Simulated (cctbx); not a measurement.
# A crystallographic session in cctbx: Dy2TiSiSn

Library: cctbx 2025.11. The data are simulated by the first script.

## 1. Simulate the data

run.py:

```python
from cctbx import adptbx, crystal, miller, sgtbx, xray
from cctbx.array_family import flex
from iotbx.shelx import hklf
from scitbx import matrix
import scitbx.random

cs = crystal.symmetry(unit_cell=(11.025, 4.227, 10.433, 90, 119.05, 90), space_group_symbol='Hall: -C 2y')  # C2/m
atoms = [  # label, site, U (iso, or U11 U22 U33 U12 U13 U23 in A^2), occupancy
    ("Dy1", (0.3107, 0.5, 0.8854), 0.0113, 1),
    ("Dy2", (0.0027, 0, 0.6729), 0.0124, 1),
    ("Sn1", (0.1507, 0.5, 0.5585), 0.0124, 1),
    ("Ti1", (0.7256, 0, 0.3761), 0.0214, 1),
    ("Si1", (0.0028, 0.5, 0.8753), 0.0245, 1),
]
xs = xray.structure(crystal_symmetry=cs)
for label, site, u, occ in atoms:
    u = adptbx.u_cif_as_u_star(cs.unit_cell(), u) if isinstance(u, tuple) else u
    xs.add_scatterer(xray.scatterer(label, site=site, u=u, occupancy=occ))
xs.set_inelastic_form_factors(0.56087, "sasaki")
xs.show_summary()
p1 = xs.expand_to_p1()
ms = miller.build_set(p1, anomalous_flag=True, d_min=0.65)
flex.set_random_seed(278659)
scitbx.random.set_random_seed(278659)
ms = ms.select(flex.random_double(ms.size()) < 0.8)
i = ms.structure_factors_from_scatterers(p1, algorithm="direct").f_calc().as_intensity_array().data()
i = i / flex.sqrt(1 + 0.1 * i / flex.max(i))  # extinction
i = i * 20000 / flex.max(i)
sig = flex.sqrt(i + flex.pow2(0.06 * i) + 15 ** 2)
noise = scitbx.random.variate(scitbx.random.normal_distribution())(i.size())
data = ms.array(data=i + sig * noise, sigmas=sig).set_observation_type_xray_intensity()
with open("data.hkl", "w") as f:
    data.export_as_shelx_hklf(f)
print("reflections written:", data.size(), " <I/sigma> = %.1f" % flex.mean(data.data() / data.sigmas()))
for h, a, b in list(data.sort("data"))[:12]:
    print("%4d%4d%4d %9.1f %7.1f" % (h + (a, b)))
```

```console
$ python run.py
```

```text
Number of scatterers: 5
At special positions: 5
Unit cell: (11.025, 4.227, 10.433, 90, 119.05, 90)
Space group: C 1 2/m 1 (No. 12)
reflections written: 5291  <I/sigma> = 4.4
   0  -2   0   21384.6  1208.4
   0   2   0   20853.0  1208.4
   7   1  -3   12177.7   690.3
   1  -1  -3   11168.5   678.4
  -1   1   3   11128.0   678.4
  -1  -1   3   11011.4   678.4
  -7  -1   3   10848.7   690.3
   7  -1  -3   10687.8   690.3
  -7   1   3   10684.4   690.3
   4   0  -2   10212.6   629.6
  -3  -1   1   10151.9   634.7
   3  -1  -1   10107.8   634.7
```

Run time: 0.25 s on 1 thread of Arm Neoverse V2, on a shared host, peak memory 0.07 GiB.

## 2. Refinement (right model, isotropic)

run.py:

```python
import math
from cctbx import adptbx, crystal, maptbx, sgtbx, xray
from cctbx.array_family import flex
from cctbx.xray import observations
from iotbx.shelx import hklf
from scitbx.lstbx import normal_eqns_solving
from smtbx import absolute_structure, utils
from smtbx.refinement import constraints, least_squares

cs = crystal.symmetry(unit_cell=(11.025, 4.227, 10.433, 90, 119.05, 90), space_group_symbol='Hall: -C 2y')  # C2/m
atoms = [  # label, site, U (iso, or U11 U22 U33 U12 U13 U23 in A^2), occupancy
    ("Dy1", (0.3165, 0.5, 0.8873), 0.0200, 1),
    ("Dy2", (0.0005, 0, 0.6659), 0.0200, 1),
    ("Sn1", (0.1492, 0.5, 0.5534), 0.0200, 1),
    ("Ti1", (0.7173, 0, 0.3757), 0.0200, 1),
    ("Si1", (0.0065, 0.5, 0.8745), 0.0200, 1),
]
xs = xray.structure(crystal_symmetry=cs)
for label, site, u, occ in atoms:
    u = adptbx.u_cif_as_u_star(cs.unit_cell(), u) if isinstance(u, tuple) else u
    xs.add_scatterer(xray.scatterer(label, site=site, u=u, occupancy=occ))
xs.set_inelastic_form_factors(0.56087, "sasaki")
raw = hklf.reader(file_name="data.hkl").as_miller_arrays(crystal_symmetry=cs, anomalous=True)[0]
merged = raw.eliminate_sys_absent().merge_equivalents()
fo2 = merged.array().set_observation_type_xray_intensity()
print("Rint %.3f, %d unique reflections to %.2f A" % (merged.r_int(), fo2.size(), fo2.d_min()))
for sc in xs.scatterers():
    sc.flags.set_grad_site(True)
    sc.flags.set_grad_u_aniso(sc.flags.use_u_aniso())
    sc.flags.set_grad_u_iso(sc.flags.use_u_iso())
obs = fo2.as_xray_observations()
extra = {}
rep = constraints.reparametrisation(xs, [], utils.connectivity_table(xs), **extra)
ls = least_squares.crystallographic_ls(obs, rep, weighting_scheme=least_squares.mainstream_shelx_weighting(a=0, b=0))
print("cycle     R1     wR2    GooF  max shift (A)")
for cycle in range(8):
    ls.build_up()
    r1, wr2, goof = ls.r1_factor(cutoff_factor=2)[0], ls.wR2(), ls.goof()
    old = xs.sites_cart()
    normal_eqns_solving.levenberg_marquardt_iterations(ls, n_max_iterations=3, tau=1e-06, step_threshold=1e-7)
    big = flex.max((xs.sites_cart() - old).norms())
    print("%4d %7.4f %7.4f %7.3f %9.5f" % (cycle + 1, r1, wr2, goof, big))
    ls.build_up(objective_only=True)
    if abs(ls.wR2() - wr2) < 5e-5 and big < 5e-4:
        break
ls.build_up()
print("final R1 %.4f wR2 %.4f GooF %.3f  parameters %d  data/parameter %.1f" % (ls.r1_factor(cutoff_factor=2)[0], ls.wR2(), ls.goof(), ls.n_parameters, fo2.size() / ls.n_parameters))
cov = ls.covariance_matrix_and_annotations()
su = dict(zip(cov.annotations, (math.sqrt(max(v, 0)) for v in cov.matrix.matrix_packed_u_diagonal())))
a2 = cs.unit_cell().reciprocal_parameters()[0] ** -2
print("atom        x        y        z      Ueq    occ   su(xyz)  su(Uiso or U11)")
for sc in xs.scatterers():
    s = max(su.get(sc.label + k, 0) for k in (".x", ".y", ".z"))
    npd = "" if sc.is_positive_definite_u(cs.unit_cell()) else "  NPD"
    print("%-5s %8.5f %8.5f %8.5f %8.4f %6.3f %8.5f %7.4f%s" % ((sc.label,) + sc.site + (sc.u_iso_or_equiv(cs.unit_cell()), sc.occupancy, s, su.get(sc.label + ".uiso", su.get(sc.label + ".u11", 0) * a2), npd)))
fo = fo2.f_sq_as_f()
fc = fo.structure_factors_from_scatterers(xs, algorithm="direct").f_calc()
diff = fo.f_obs_minus_f_calc(1 / math.sqrt(ls.scale_factor()), fc).average_bijvoet_mates()
m = diff.fft_map(symmetry_flags=maptbx.use_space_group_symmetry, resolution_factor=0.25).apply_volume_scaling()
print("difference map: max %.2f min %.2f rms %.2f" % (m.statistics().max(), m.statistics().min(), m.statistics().sigma()))
peaks = m.peak_search(parameters=maptbx.peak_search_parameters(min_distance_sym_equiv=0.6, max_clusters=6)).all()
near = xs.closest_distances(peaks.sites(), distance_cutoff=4)
sps = cs.special_position_settings(min_distance_sym_equiv=0.5)
for k, (x, h) in enumerate(zip(peaks.sites(), peaks.heights())):
    ss = sps.site_symmetry(x)
    print("Q%-3d %7.4f %7.4f %7.4f %4d %7.2f  %.2f A from %s" % ((k + 1,) + tuple(t % 1 for t in ss.exact_site()) + (ss.multiplicity(), h, near.smallest_distances[k], xs.scatterers()[near.i_seqs[k]].label)))
```

```console
$ python run.py
```

```text
Rint 0.050, 903 unique reflections to 0.65 A
cycle     R1     wR2    GooF  max shift (A)
   1  0.2145  0.4972   8.265   0.08856
   2  0.0224  0.0549   0.913   0.00013
final R1 0.0224 wR2 0.0549 GooF 0.913  parameters 15  data/parameter 60.2
atom        x        y        z      Ueq    occ   su(xyz)  su(Uiso or U11)
Dy1    0.31070  0.50000  0.88537   0.0113  1.000  0.00004  0.0001
Dy2    0.00266  0.00000  0.67286   0.0123  1.000  0.00004  0.0001
Sn1    0.15064  0.50000  0.55851   0.0124  1.000  0.00006  0.0001
Ti1    0.72559  0.00000  0.37628   0.0211  1.000  0.00019  0.0003
Si1    0.00274  0.50000  0.87516   0.0249  1.000  0.00032  0.0005
difference map: max 2.32 min -2.16 rms 0.54
Q1    0.0787  0.5000  0.5541    4    2.35  0.77 A from Sn1
Q2    0.0092  0.5000  0.4109    4    2.26  1.57 A from Sn1
Q3    0.1029  0.5000  0.7442    4    2.23  2.04 A from Dy1
Q4    0.0898  0.5000  0.6502    4    2.14  1.41 A from Sn1
Q5    0.0982  0.0000  0.2511    4    2.14  1.65 A from Dy2
Q6    0.0518  0.0000  0.3162    4    1.95  0.66 A from Dy2
```

Time: 0.4 s.

## 3. Refinement (right model, anisotropic)

run.py, as its changes from the last script of this kind:

```diff
@@ -12,5 +12,5 @@
-    ("Dy1", (0.3165, 0.5, 0.8873), 0.0200, 1),
-    ("Dy2", (0.0005, 0, 0.6659), 0.0200, 1),
-    ("Sn1", (0.1492, 0.5, 0.5534), 0.0200, 1),
-    ("Ti1", (0.7173, 0, 0.3757), 0.0200, 1),
-    ("Si1", (0.0065, 0.5, 0.8745), 0.0200, 1),
+    ("Dy1", (0.3107, 0.5, 0.88537), 0.0113, 1),
+    ("Dy2", (0.00266, 0, 0.67286), 0.0123, 1),
+    ("Sn1", (0.15064, 0.5, 0.55851), 0.0124, 1),
+    ("Ti1", (0.72559, 0, 0.37628), 0.0211, 1),
+    ("Si1", (0.00274, 0.5, 0.87516), 0.0249, 1),
@@ -22,0 +23 @@
+xs.convert_to_anisotropic()
```

```console
$ python run.py
```

```text
Rint 0.050, 903 unique reflections to 0.65 A
cycle     R1     wR2    GooF  max shift (A)
   1  0.0224  0.0550   0.921   0.00083
   2  0.0223  0.0546   0.915   0.00000
final R1 0.0223 wR2 0.0546 GooF 0.915  parameters 30  data/parameter 30.1
atom        x        y        z      Ueq    occ   su(xyz)  su(Uiso or U11)
Dy1    0.31070  0.50000  0.88537   0.0113  1.000  0.00004  0.0001
Dy2    0.00264  0.00000  0.67285   0.0123  1.000  0.00004  0.0001
Sn1    0.15064  0.50000  0.55850   0.0124  1.000  0.00006  0.0002
Ti1    0.72558  0.00000  0.37629   0.0211  1.000  0.00019  0.0007
Si1    0.00278  0.50000  0.87525   0.0249  1.000  0.00033  0.0011
difference map: max 2.33 min -2.15 rms 0.54
Q1    0.0796  0.5000  0.5542    4    2.35  0.76 A from Sn1
Q2    0.0092  0.5000  0.4108    4    2.27  1.57 A from Sn1
Q3    0.1030  0.5000  0.7442    4    2.24  2.03 A from Dy1
Q4    0.0902  0.5000  0.6500    4    2.15  1.40 A from Sn1
Q5    0.0983  0.0000  0.2514    4    2.15  1.65 A from Dy2
Q6    0.0506  0.0000  0.3159    4    2.04  0.65 A from Dy2
```

Time: 0.37 s.

## 4. Refinement

run.py, as its changes from the last script of this kind:

```diff
@@ -22 +22 @@
-xs.set_inelastic_form_factors(0.56087, "sasaki")
+# no anomalous dispersion
@@ -37 +37 @@
-for cycle in range(8):
+for cycle in range(12):
```

```console
$ python run.py
```

```text
Rint 0.050, 903 unique reflections to 0.65 A
cycle     R1     wR2    GooF  max shift (A)
   1  0.0266  0.0660   1.106   0.00082
   2  0.0230  0.0560   0.939   0.00000
final R1 0.0230 wR2 0.0560 GooF 0.939  parameters 30  data/parameter 30.1
atom        x        y        z      Ueq    occ   su(xyz)  su(Uiso or U11)
Dy1    0.31071  0.50000  0.88538   0.0114  1.000  0.00004  0.0001
Dy2    0.00265  0.00000  0.67286   0.0124  1.000  0.00004  0.0002
Sn1    0.15065  0.50000  0.55851   0.0139  1.000  0.00006  0.0002
Ti1    0.72559  0.00000  0.37633   0.0197  1.000  0.00019  0.0007
Si1    0.00279  0.50000  0.87525   0.0240  1.000  0.00034  0.0012
difference map: max 2.36 min -2.24 rms 0.56
Q1    0.0766  0.5000  0.5545    4    2.46  0.80 A from Sn1
Q2    0.0083  0.5000  0.4114    4    2.35  1.57 A from Sn1
Q3    0.1020  0.5000  0.7437    4    2.27  2.04 A from Dy1
Q4    0.0504  0.0000  0.3183    4    2.25  0.63 A from Dy2
Q5    0.0887  0.5000  0.6499    4    2.15  1.42 A from Sn1
Q6    0.0973  0.0000  0.2510    4    2.12  1.64 A from Dy2
```

Time: 0.37 s.

This run holds a fault made on purpose: anomalous dispersion left out.

## 5. Refinement

run.py, as its changes from the last script of this kind:

```diff
@@ -16,0 +17 @@
+    ("Si2", (0.712, 0.424, 0.973), 0.0300, 1),
@@ -22,2 +23 @@
-# no anomalous dispersion
-xs.convert_to_anisotropic()
+xs.set_inelastic_form_factors(0.56087, "sasaki")
```

```console
$ python run.py
```

```text
Rint 0.050, 903 unique reflections to 0.65 A
cycle     R1     wR2    GooF  max shift (A)
   1  0.1105  0.3082   5.134   0.35614
   2  0.0326  0.1140   1.900   0.72381
   3  0.0243  0.0626   1.043   0.59516
   4  0.0240  0.0610   1.015   1.14349
   5  0.0230  0.0562   0.937   0.05284
   6  0.0230  0.0562   0.936   0.01021
   7  0.0230  0.0562   0.936   0.00349
   8  0.0230  0.0562   0.936   0.00100
   9  0.0230  0.0562   0.936   0.00029
final R1 0.0230 wR2 0.0562 GooF 0.936  parameters 19  data/parameter 47.5
atom        x        y        z      Ueq    occ   su(xyz)  su(Uiso or U11)
Dy1    0.31070  0.50000  0.88537   0.0113  1.000  0.00004  0.0001
Dy2    0.00266  0.00000  0.67286   0.0123  1.000  0.00004  0.0001
Sn1    0.15065  0.50000  0.55851   0.0123  1.000  0.00006  0.0001
Ti1    0.72557  0.00000  0.37625   0.0210  1.000  0.00019  0.0003
Si1    0.00269  0.50000  0.87512   0.0249  1.000  0.00033  0.0005
Si2    0.50206  0.25129  0.74102   1.0000  1.000  0.03297  0.1182
difference map: max 2.29 min -2.06 rms 0.57
Q1    0.1048  0.5000  0.7443    4    2.33  1.54 A from Si2
Q2    0.0791  0.5000  0.5547    4    2.32  0.77 A from Sn1
Q3    0.0907  0.5000  0.6505    4    2.29  1.40 A from Sn1
Q4    0.0990  0.0000  0.2509    4    2.28  1.56 A from Si2
Q5    0.0084  0.5000  0.4108    4    2.17  1.58 A from Sn1
Q6    0.2190  0.3396  0.7687    8    2.13  1.33 A from Dy1
```

Time: 0.73 s.

This run holds a fault made on purpose: spurious atom: Si2.

## 6. Refinement

run.py, as its changes from the last script of this kind:

```diff
@@ -12,6 +12,5 @@
-    ("Dy1", (0.3107, 0.5, 0.88537), 0.0113, 1),
-    ("Dy2", (0.00266, 0, 0.67286), 0.0123, 1),
-    ("Sn1", (0.15064, 0.5, 0.55851), 0.0124, 1),
-    ("Ti1", (0.72559, 0, 0.37628), 0.0211, 1),
-    ("Si1", (0.00274, 0.5, 0.87516), 0.0249, 1),
-    ("Si2", (0.712, 0.424, 0.973), 0.0300, 1),
+    ("Dy1", (0.3337, 0.5, 0.9203), 0.0200, 1),
+    ("Dy2", (0.0279, 0, 0.6788), 0.0200, 1),
+    ("Sn1", (0.172, 0.5, 0.6108), 0.0200, 1),
+    ("Ti1", (0.7181, 0, 0.3816), 0.0200, 1),
+    ("Si1", (0.0072, 0.5, 0.8559), 0.0200, 1),
@@ -37 +36 @@
-for cycle in range(12):
+for cycle in range(10):
@@ -41 +40 @@
-    normal_eqns_solving.levenberg_marquardt_iterations(ls, n_max_iterations=3, tau=1e-06, step_threshold=1e-7)
+    normal_eqns_solving.levenberg_marquardt_iterations(ls, n_max_iterations=3, tau=0.0001, step_threshold=1e-7)
```

```console
$ python run.py
```

```text
Rint 0.050, 903 unique reflections to 0.65 A
cycle     R1     wR2    GooF  max shift (A)
   1  0.7308  0.9395  15.617   0.37738
   2  0.6521  0.8976  14.920   0.77473
   3  0.6191  0.8812  14.647   0.48582
   4  0.2958  0.5869   9.755   0.13383
   5  0.0813  0.1959   3.256   1.02785
   6  0.0720  0.1763   2.930   0.21065
   7  0.0320  0.0784   1.303   0.07048
   8  0.0224  0.0549   0.913   0.00000
final R1 0.0224 wR2 0.0549 GooF 0.913  parameters 15  data/parameter 60.2
atom        x        y        z      Ueq    occ   su(xyz)  su(Uiso or U11)
Dy1    0.31070  0.50000  0.88537   0.0113  1.000  0.00004  0.0001
Dy2    0.00266  0.00000  0.67286   0.0123  1.000  0.00004  0.0001
Sn1    0.15064  0.50000  0.55851   0.0124  1.000  0.00006  0.0001
Ti1    0.72559  0.00000  0.37628   0.0211  1.000  0.00019  0.0003
Si1    0.00274  0.50000  0.87516   0.0249  1.000  0.00032  0.0005
difference map: max 2.32 min -2.16 rms 0.54
Q1    0.0787  0.5000  0.5541    4    2.35  0.77 A from Sn1
Q2    0.0092  0.5000  0.4109    4    2.26  1.57 A from Sn1
Q3    0.1029  0.5000  0.7442    4    2.23  2.04 A from Dy1
Q4    0.0898  0.5000  0.6502    4    2.14  1.41 A from Sn1
Q5    0.0982  0.0000  0.2511    4    2.14  1.65 A from Dy2
Q6    0.0518  0.0000  0.3162    4    1.95  0.66 A from Dy2
```

It took 0.68 s on 1 thread of Arm Neoverse V2 (shared host), peak memory 0.09 GiB.

This run holds a fault made on purpose: start far from the minimum.

[Logs are printed without paths, hosts, clocks, repeated set-up lines and the standing remarks that a program may print on its own settings, such as how far it seeks lower states.]
